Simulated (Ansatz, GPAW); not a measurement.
# OH/Ir(100): work function by functional and basis, part 2 of 3

Wanted: work functions and dipole of OH/Ir(100), with the cost of each level.

GPAW 26.7.0 and Ansatz 0.2.0; Ansatz plane waves; slab in vacuum with a dipole correction, relaxation; PAW set soft_1 (the session's first sound run).

So far, upper work function (eV): step 2 (relaxation) 4.25.

### 3. The slab's potential

The work function is the vacuum plateau of the electrostatic potential less the Fermi level; a dipole layer lets the two faces have plateaus of their own.

This step: GPAW, PAW setups; slab in vacuum (GPAW 26.7.0).

Input file run.py:

```python
import json
import numpy as np
from ase import Atoms
from gpaw import GPAW, PW

slab = Atoms(
    ['Ir', 'Ir', 'Ir', 'Ir', 'Ir', 'Ir', 'Ir', 'Ir', 'Ir', 'Ir', 'Ir', 'Ir', 'Ir', 'Ir', 'Ir', 'Ir', 'O', 'H'],
    positions=[
        [1.35765, 1.35765, 8.00000],
        [0.00000, 0.00000, 9.92000],
        [1.35765, 1.35765, 11.84000],
        [-0.00000, 0.00000, 13.78873],
        [1.35765, 4.07294, 8.00000],
        [0.00000, 2.71529, 9.92000],
        [1.35765, 4.07294, 11.84000],
        [-0.00000, 2.71529, 13.68221],
        [4.07294, 1.35765, 8.00000],
        [2.71529, 0.00000, 9.92000],
        [4.07294, 1.35765, 11.84000],
        [2.71529, 0.00000, 13.68221],
        [4.07294, 4.07294, 8.00000],
        [2.71529, 2.71529, 9.92000],
        [4.07294, 4.07294, 11.84000],
        [2.71529, 2.71529, 13.70936],
        [-0.00000, 0.00000, 15.71143],
        [-0.00000, 0.00000, 16.67321]],
    cell=[[5.43058, 0.0, 0.0], [0.0, 5.43058, 0.0], [0.0, 0.0, 24.81]],
    pbc=[True, True, False])

slab.calc = GPAW(mode=PW(500), xc='PBE', kpts={'size': (6, 6, 1), 'gamma': True},
                 occupations={'name': 'fermi-dirac', 'width': 0.1}, nbands='160%',
                 convergence={'density': 1e-05}, maxiter=200,
                 poissonsolver={'dipolelayer': 'xy'},
                 symmetry={'tolerance': 1e-3}, txt='slab.txt')
result = {}
energy = slab.get_potential_energy()
fermi = slab.calc.get_fermi_level()
v = slab.calc.get_electrostatic_potential().mean((0, 1)) - fermi
n = slab.calc.get_pseudo_density().mean((0, 1))
L = slab.cell[2, 2]
z = np.arange(len(v)) * L / len(v)
low, high = slab.positions[:, 2].min(), slab.positions[:, 2].max()
below, above = np.interp([low - 5.8, high + 5.8], z, v)
slopes = [np.interp(x, z, np.gradient(v, z)) for x in (low - 5.8, high + 5.8)]
eps = np.array([[slab.calc.get_eigenvalues(k, s) for k in range(len(slab.calc.get_ibz_k_points()))]
                for s in range(slab.calc.get_number_of_spins())]) - fermi
top, bottom = eps[eps < 0].max(), eps[eps > 0].min()
dipole = slab.get_dipole_moment()[2]
print(f'energy {energy:.4f} eV, Fermi level {fermi:.4f} eV, dipole {dipole:.5f} e A')
print(f'potential 5.8 A off the faces, from the Fermi level: lower {below:.4f} eV, upper {above:.4f} eV')
print(f'slope of the potential there: lower {slopes[0]:.5f}, upper {slopes[1]:.5f} eV/A')
print(f'nearest levels on the mesh: {top:.4f} and {bottom:.4f} eV')
print('magnetic moment', round(slab.get_magnetic_moment(), 3))
result.update(energy=energy, fermi=fermi, dipole=dipole, below=below, above=above, slopes=slopes, edges=[top, bottom],
              z=z.tolist(), v=v.tolist(), n=n.tolist(), positions=slab.positions.tolist(),
              forces=slab.get_forces(apply_constraint=False).tolist(), moments=slab.get_magnetic_moments().tolist())
json.dump(result, open('result.json', 'w'))
```

Started as:

```bash
$ OMP_NUM_THREADS=1 OPENBLAS_NUM_THREADS=1 python run.py
```

What it wrote:

```text
energy -148.8706 eV, Fermi level 1.3135 eV, dipole 0.20782 e A
potential 5.8 A off the faces, from the Fermi level: lower 5.5309 eV, upper 4.2540 eV
slope of the potential there: lower -0.00027, upper 0.00011 eV/A
nearest levels on the mesh: -0.0166 and 0.0029 eV
magnetic moment 0.0
```

It took 37 min on 1 thread of Arm Neoverse V2, shared host; peak memory 1.2 GiB.

This run has no spin polarisation, although Ir can carry a moment.

This step gave:

- dipole along the normal: 0.2078 e·Å
- levels nearest the Fermi level on the mesh: -0.01661, 0.002945 eV from the Fermi level
- upper work function: 4.254 eV
- lower work function: 5.531 eV

The electrostatic potential energy of an electron (without an applied field's), less the Fermi level, planar mean oscillates, so the rows of the table below give means over windows of 1 Å about each position, cut where the curve ends. Its maxima inside the range that stand out by 2 % of the span (Å: eV): 8.9: -4.38, 10.9: -4.76, 12.8: -5.16, 15.2: 3.59. Its minima: 8.0: -25.9, 9.9: -26.6, 11.8: -26.8, 13.7: -25.8, 15.7: 1.81.

The electrostatic potential energy of an electron (without an applied field's), less the Fermi level, planar mean by z; means over each step:

z (Å), electrostatic potential energy of an electron (without an applied field's), less the Fermi level, planar mean (eV) and a bar from the least value:
```
        0        5.3 ##############################
        1        5.5 ##############################
        2        5.5 ##############################
        3        5.5 ##############################
        4        5.5 ##############################
        5        5.5 ##############################
        6        5.1 ##############################
        7       -0.8 #######################
        8      -20.6 #
        9       -8.0 ###############
       10      -21.2 
       11       -8.9 ##############
       12      -20.7 #
       13      -10.4 ############
       14      -17.7 ####
       15        1.9 ##########################
       16        3.2 ###########################
       17        4.0 ############################
       18        4.2 #############################
       19        4.3 #############################
       20        4.3 #############################
       21        4.3 #############################
       22        4.3 #############################
       23        4.3 #############################
       24        4.3 #############################
```

The pseudo valence density, planar mean oscillates, so the rows of the table below give means over windows of 1.94 Å about each position, cut where the curve ends. Its maxima inside the range that stand out by 2 % of the span (Å: e/Å³): 7.9: 1.96, 9.9: 1.99, 11.8: 2.00, 13.8: 1.96, 15.7: 0.254. Its minima: 8.9: 0.493, 10.9: 0.491, 12.8: 0.519, 15.1: 0.129.

Pseudo valence density, planar mean against z; means over each step:

z (Å), pseudo valence density, planar mean (e/Å³) and a bar:
```
     2.91       0.00 
     4.85       0.00 
     6.79       0.30 ########
     8.73       1.06 #############################
    10.67       1.07 #############################
    12.61       1.10 ##############################
    14.55       0.69 ###################
    16.49       0.09 ###
    18.43       0.00 
    20.37       0.00
```

Force by atom:

| atom | x (eV/Å) | y (eV/Å) | z (eV/Å) | size |
| --- | --- | --- | --- | --- |
| Ir1 | -0.01 | -0.01 | 0.60 | 0.60 |
| Ir2 | 0.00 | 0.00 | -0.92 | 0.92 |
| Ir3 | -0.22 | -0.22 | 0.43 | 0.53 |
| Ir4 | 0.00 | 0.00 | -0.02 | 0.02 |
| Ir5 | -0.01 | 0.01 | 0.60 | 0.60 |
| Ir6 | 0.00 | 0.00 | -1.02 | 1.02 |
| Ir7 | -0.22 | 0.22 | 0.43 | 0.53 |
| Ir8 | 0.00 | 0.00 | -0.03 | 0.03 |
| Ir9 | 0.01 | -0.01 | 0.60 | 0.60 |
| Ir10 | 0.00 | 0.00 | -1.02 | 1.02 |
| Ir11 | 0.22 | -0.22 | 0.43 | 0.53 |
| Ir12 | 0.00 | 0.00 | -0.03 | 0.03 |
| Ir13 | 0.01 | 0.01 | 0.60 | 0.60 |
| Ir14 | 0.00 | 0.00 | -1.00 | 1.00 |
| Ir15 | 0.22 | 0.22 | 0.43 | 0.53 |
| Ir16 | 0.00 | 0.00 | -0.05 | 0.05 |
| O17 | 0.00 | 0.00 | -0.25 | 0.25 |
| H18 | 0.00 | 0.00 | 0.20 | 0.20 |

The potential is flat to 2.7e-4 eV/Å where it is read, so the vacuum is wide enough. The geometry is the other program's minimum; here the largest force on a free atom is 0.25 eV/Å.

### 4. Self-consistent run: xc = "RPBE"

The same geometry under RPBE, to see how far the functional moves the levels against the vacuum.

Edit run.py of step 3 so:

```diff
@@ -29,3 +29,3 @@
 
-slab.calc = GPAW(mode=PW(500), xc='PBE', kpts={'size': (6, 6, 1), 'gamma': True},
+slab.calc = GPAW(mode=PW(500), xc='RPBE', kpts={'size': (6, 6, 1), 'gamma': True},
                  occupations={'name': 'fermi-dirac', 'width': 0.1}, nbands='160%',
```

What it wrote:

```text
energy -139.1870 eV, Fermi level 1.4222 eV, dipole 0.19965 e A
potential 5.8 A off the faces, from the Fermi level: lower 5.3797 eV, upper 4.1529 eV
slope of the potential there: lower -0.00027, upper 0.00011 eV/A
nearest levels on the mesh: -0.0180 and 0.0037 eV
magnetic moment 0.0
```

Wall time 36 min (1 thread); peak memory 1.2 GiB.

Numbers from this step:

```
dipole along the normal                    : 0.1996 e·Å
levels nearest the Fermi level on the mesh : -0.01798, 0.003652 eV from the Fermi level
upper work function                        : 4.153 eV
lower work function                        : 5.380 eV
```

The electrostatic potential energy of an electron (without an applied field's), less the Fermi level, planar mean by z:

z (Å), electrostatic potential energy of an electron (without an applied field's), less the Fermi level, planar mean (eV) and a bar from the least value:
```
      0.0        4.8 #############################
      0.5        5.4 ##############################
      1.0        5.4 ##############################
      1.5        5.4 ##############################
      2.0        5.4 ##############################
      2.5        5.4 ##############################
      3.0        5.4 ##############################
      3.5        5.4 ##############################
      4.0        5.4 ##############################
      4.5        5.4 ##############################
      5.0        5.4 ##############################
      5.5        5.3 ##############################
      6.0        5.1 ##############################
      6.5        4.2 #############################
      7.0        0.6 #########################
      7.5      -12.0 ##############
      8.0      -25.9 
      8.5      -12.9 #############
      9.0       -4.6 #####################
      9.5      -16.2 #########
     10.0      -26.2 
     10.5      -10.9 ###############
     11.0       -5.5 ####################
     11.5      -19.4 ######
     12.0      -24.9 #
     12.5       -8.8 #################
     13.0       -7.4 ##################
     13.5      -22.8 ###
     14.0      -20.2 ######
     14.5       -3.6 #####################
     15.0        2.8 ############################
     15.5        2.5 ###########################
     16.0        3.2 ############################
     16.5        4.0 #############################
     17.0        3.9 #############################
     17.5        4.1 #############################
     18.0        4.1 #############################
     18.5        4.2 #############################
     19.0        4.2 #############################
     19.5        4.2 #############################
     20.0        4.2 #############################
     20.5        4.2 #############################
     21.0        4.2 #############################
     21.5        4.2 #############################
     22.0        4.2 #############################
     22.5        4.2 #############################
     23.0        4.2 #############################
     23.5        4.2 #############################
     24.0        4.2 #############################
     24.5        4.3 #############################
```

Table of pseudo valence density, planar mean by z:

| z (Å) | pseudo valence density, planar mean (e/Å³) |
| --- | --- |
| 4.0 | 6.2e-5 |
| 4.5 | 2.4e-4 |
| 5.0 | 8.8e-4 |
| 5.5 | 0.00332 |
| 6.0 | 0.0125 |
| 6.5 | 0.0516 |
| 7.0 | 0.208 |
| 7.5 | 0.804 |
| 8.0 | 1.93 |
| 8.5 | 0.856 |
| 9.0 | 0.501 |
| 9.5 | 1.01 |
| 10.0 | 1.87 |
| 10.5 | 0.714 |
| 11.0 | 0.515 |
| 11.5 | 1.25 |
| 12.0 | 1.77 |
| 12.5 | 0.644 |
| 13.0 | 0.593 |
| 13.5 | 1.61 |
| 14.0 | 1.41 |
| 14.5 | 0.367 |
| 15.0 | 0.134 |
| 15.5 | 0.217 |
| 16.0 | 0.173 |
| 16.5 | 0.0593 |
| 17.0 | 0.0160 |
| 17.5 | 0.00256 |
| 18.0 | 4.4e-4 |
| 18.5 | 8.7e-5 |

Force by atom:

| atom | x (eV/Å) | y (eV/Å) | z (eV/Å) | size |
| --- | --- | --- | --- | --- |
| Ir1 | -0.01 | -0.01 | 0.36 | 0.37 |
| Ir2 | 0.00 | 0.00 | -0.91 | 0.91 |
| Ir3 | -0.22 | -0.22 | 0.40 | 0.51 |
| Ir4 | 0.00 | 0.00 | -0.12 | 0.12 |
| Ir5 | -0.01 | 0.01 | 0.36 | 0.37 |
| Ir6 | 0.00 | 0.00 | -1.01 | 1.01 |
| Ir7 | -0.22 | 0.22 | 0.40 | 0.51 |
| Ir8 | 0.00 | 0.00 | 0.19 | 0.19 |
| Ir9 | 0.01 | -0.01 | 0.36 | 0.37 |
| Ir10 | 0.00 | 0.00 | -1.01 | 1.01 |
| Ir11 | 0.22 | -0.22 | 0.40 | 0.51 |
| Ir12 | 0.00 | 0.00 | 0.19 | 0.19 |
| Ir13 | 0.01 | 0.01 | 0.36 | 0.37 |
| Ir14 | 0.00 | 0.00 | -0.99 | 0.99 |
| Ir15 | 0.22 | 0.22 | 0.40 | 0.51 |
| Ir16 | 0.00 | 0.00 | 0.19 | 0.19 |
| O17 | 0.00 | 0.00 | 0.14 | 0.14 |
| H18 | 0.00 | 0.00 | 0.21 | 0.21 |

The upper face's work function is 4.153 eV, against 4.254 eV in the first plane-wave PBE run at this geometry.

### 5. Self-consistent run: xc = "revPBE"

The same geometry under revPBE, to see how far the functional moves the levels against the vacuum.

Edit run.py of step 4 so:

```diff
@@ -29,3 +29,3 @@
 
-slab.calc = GPAW(mode=PW(500), xc='RPBE', kpts={'size': (6, 6, 1), 'gamma': True},
+slab.calc = GPAW(mode=PW(500), xc='revPBE', kpts={'size': (6, 6, 1), 'gamma': True},
                  occupations={'name': 'fermi-dirac', 'width': 0.1}, nbands='160%',
```

What it wrote:

```text
energy -140.9543 eV, Fermi level 1.4096 eV, dipole 0.20365 e A
potential 5.8 A off the faces, from the Fermi level: lower 5.3989 eV, upper 4.1475 eV
slope of the potential there: lower -0.00027, upper 0.00011 eV/A
nearest levels on the mesh: -0.0177 and 0.0035 eV
magnetic moment 0.0
```

Wall time 37 min (1 thread); peak memory 1.2 GiB.

Numbers from this step:

| Property | Result |
| --- | --- |
| dipole along the normal | 0.2037 e·Å |
| levels nearest the Fermi level on the mesh | -0.01770, 0.003466 eV from the Fermi level |
| upper work function | 4.147 eV |
| lower work function | 5.399 eV |

The upper face's work function is 4.147 eV, against 4.254 eV in the first plane-wave PBE run at this geometry.

### 6. OptPBE vdW: xc = "optPBE-vdW"

The same geometry under optPBE-vdW, to see how far the functional moves the levels against the vacuum (the van der Waals functionals take revPBE setups).

Edit run.py of step 5 so:

```diff
@@ -29,3 +29,3 @@
 
-slab.calc = GPAW(mode=PW(500), xc='revPBE', kpts={'size': (6, 6, 1), 'gamma': True},
+slab.calc = GPAW(mode=PW(500), xc='optPBE-vdW', kpts={'size': (6, 6, 1), 'gamma': True},
                  occupations={'name': 'fermi-dirac', 'width': 0.1}, nbands='160%',
```

What it wrote:

```text
energy -412.2419 eV, Fermi level 1.1684 eV, dipole 0.19433 e A
potential 5.8 A off the faces, from the Fermi level: lower 5.6920 eV, upper 4.4978 eV
slope of the potential there: lower -0.00029, upper 0.00011 eV/A
nearest levels on the mesh: -0.0050 and 0.0082 eV
magnetic moment 0.0
```

The job ended after 38 min (1 thread; peak memory 1.7 GiB).

Numbers from this step:

```
dipole along the normal                    : 0.1943 e·Å
levels nearest the Fermi level on the mesh : -0.005006, 0.008219 eV from the Fermi level
upper work function                        : 4.498 eV
lower work function                        : 5.692 eV
```

The upper face's work function is 4.498 eV, against 4.254 eV in the first plane-wave PBE run at this geometry.

### 7. Real-space grid: mode = "fd"

A real-space grid is a second complete basis, so it checks the plane-wave result.

Edit run.py of step 6 so:

```diff
@@ -3,3 +3,3 @@
 from ase import Atoms
-from gpaw import GPAW, PW
+from gpaw import GPAW
 
@@ -29,3 +29,3 @@
 
-slab.calc = GPAW(mode=PW(500), xc='optPBE-vdW', kpts={'size': (6, 6, 1), 'gamma': True},
+slab.calc = GPAW(mode='fd', h=0.18, xc='PBE', kpts={'size': (6, 6, 1), 'gamma': True},
                  occupations={'name': 'fermi-dirac', 'width': 0.1}, nbands='160%',
```

What it wrote:

```text
energy -149.7012 eV, Fermi level -4.8918 eV, dipole 0.20813 e A
potential 5.8 A off the faces, from the Fermi level: lower 5.5303 eV, upper 4.2532 eV
slope of the potential there: lower -0.00003, upper -0.00000 eV/A
nearest levels on the mesh: -0.0169 and 0.0025 eV
magnetic moment 0.0
```

Wall time 2.6 h (1 thread); peak memory 6.2 GiB.

This step gave:

| Item | Value |
| --- | --- |
| dipole along the normal | 0.2081 e·Å |
| levels nearest the Fermi level on the mesh | -0.01694, 0.002473 eV from the Fermi level |
| upper work function | 4.253 eV |
| lower work function | 5.530 eV |

The electrostatic potential energy of an electron (without an applied field's), less the Fermi level, planar mean oscillates, so the rows of the table below give means over windows of 1 Å about each position, cut where the curve ends. Its maxima inside the range that stand out by 2 % of the span (Å: eV): 8.9: -4.33, 10.9: -4.76, 12.8: -5.17, 15.2: 3.59. Its minima: 8.0: -25.9, 9.9: -26.7, 11.9: -26.8, 13.7: -25.9, 15.7: 1.83.

The electrostatic potential energy of an electron (without an applied field's), less the Fermi level, planar mean by z; means over each step:

| z (Å) | electrostatic potential energy of an electron (without an applied field's), less the Fermi level, planar mean (eV) |
| --- | --- |
| 0 | 5.47 |
| 1 | 5.53 |
| 2 | 5.53 |
| 3 | 5.53 |
| 4 | 5.53 |
| 5 | 5.50 |
| 6 | 5.11 |
| 7 | -0.820 |
| 8 | -20.6 |
| 9 | -7.97 |
| 10 | -21.2 |
| 11 | -8.80 |
| 12 | -20.7 |
| 13 | -10.4 |
| 14 | -17.7 |
| 15 | 1.89 |
| 16 | 3.19 |
| 17 | 4.04 |
| 18 | 4.24 |
| 19 | 4.25 |
| 20 | 4.25 |
| 21 | 4.25 |
| 22 | 4.25 |
| 23 | 4.25 |
| 24 | 4.25 |

The upper face's work function is 4.253 eV, against 4.254 eV in the first plane-wave PBE run at this geometry.

### 8. All levels side by side

Times are for 1 thread of Arm Neoverse V2, shared host. The series side by side:

| no. | run | upper work function (eV) | lower work function (eV) | time | memory (GiB) |
| --- | --- | --- | --- | --- | --- |
| 1 | pw | 4.254 | 5.531 | 37 min | 1.2 |
| 2 | RPBE | 4.153 | 5.380 | 36 min | 1.2 |
| 3 | revPBE | 4.147 | 5.399 | 37 min | 1.2 |
| 4 | optPBE vdW | 4.498 | 5.692 | 38 min | 1.7 |
| 5 | fd | 4.253 | 5.530 | 2.6 h | 6.2 |

[end of part 2 of 3]

[Logs are printed without paths, hosts, clocks, repeated set-up lines and the standing remarks that a program may print on its own settings, such as how far it seeks lower states.]

[Hosts, paths, dates, database ids (printed as entryN), source tags and the programs' standing remarks are cut or masked in the printed files.]
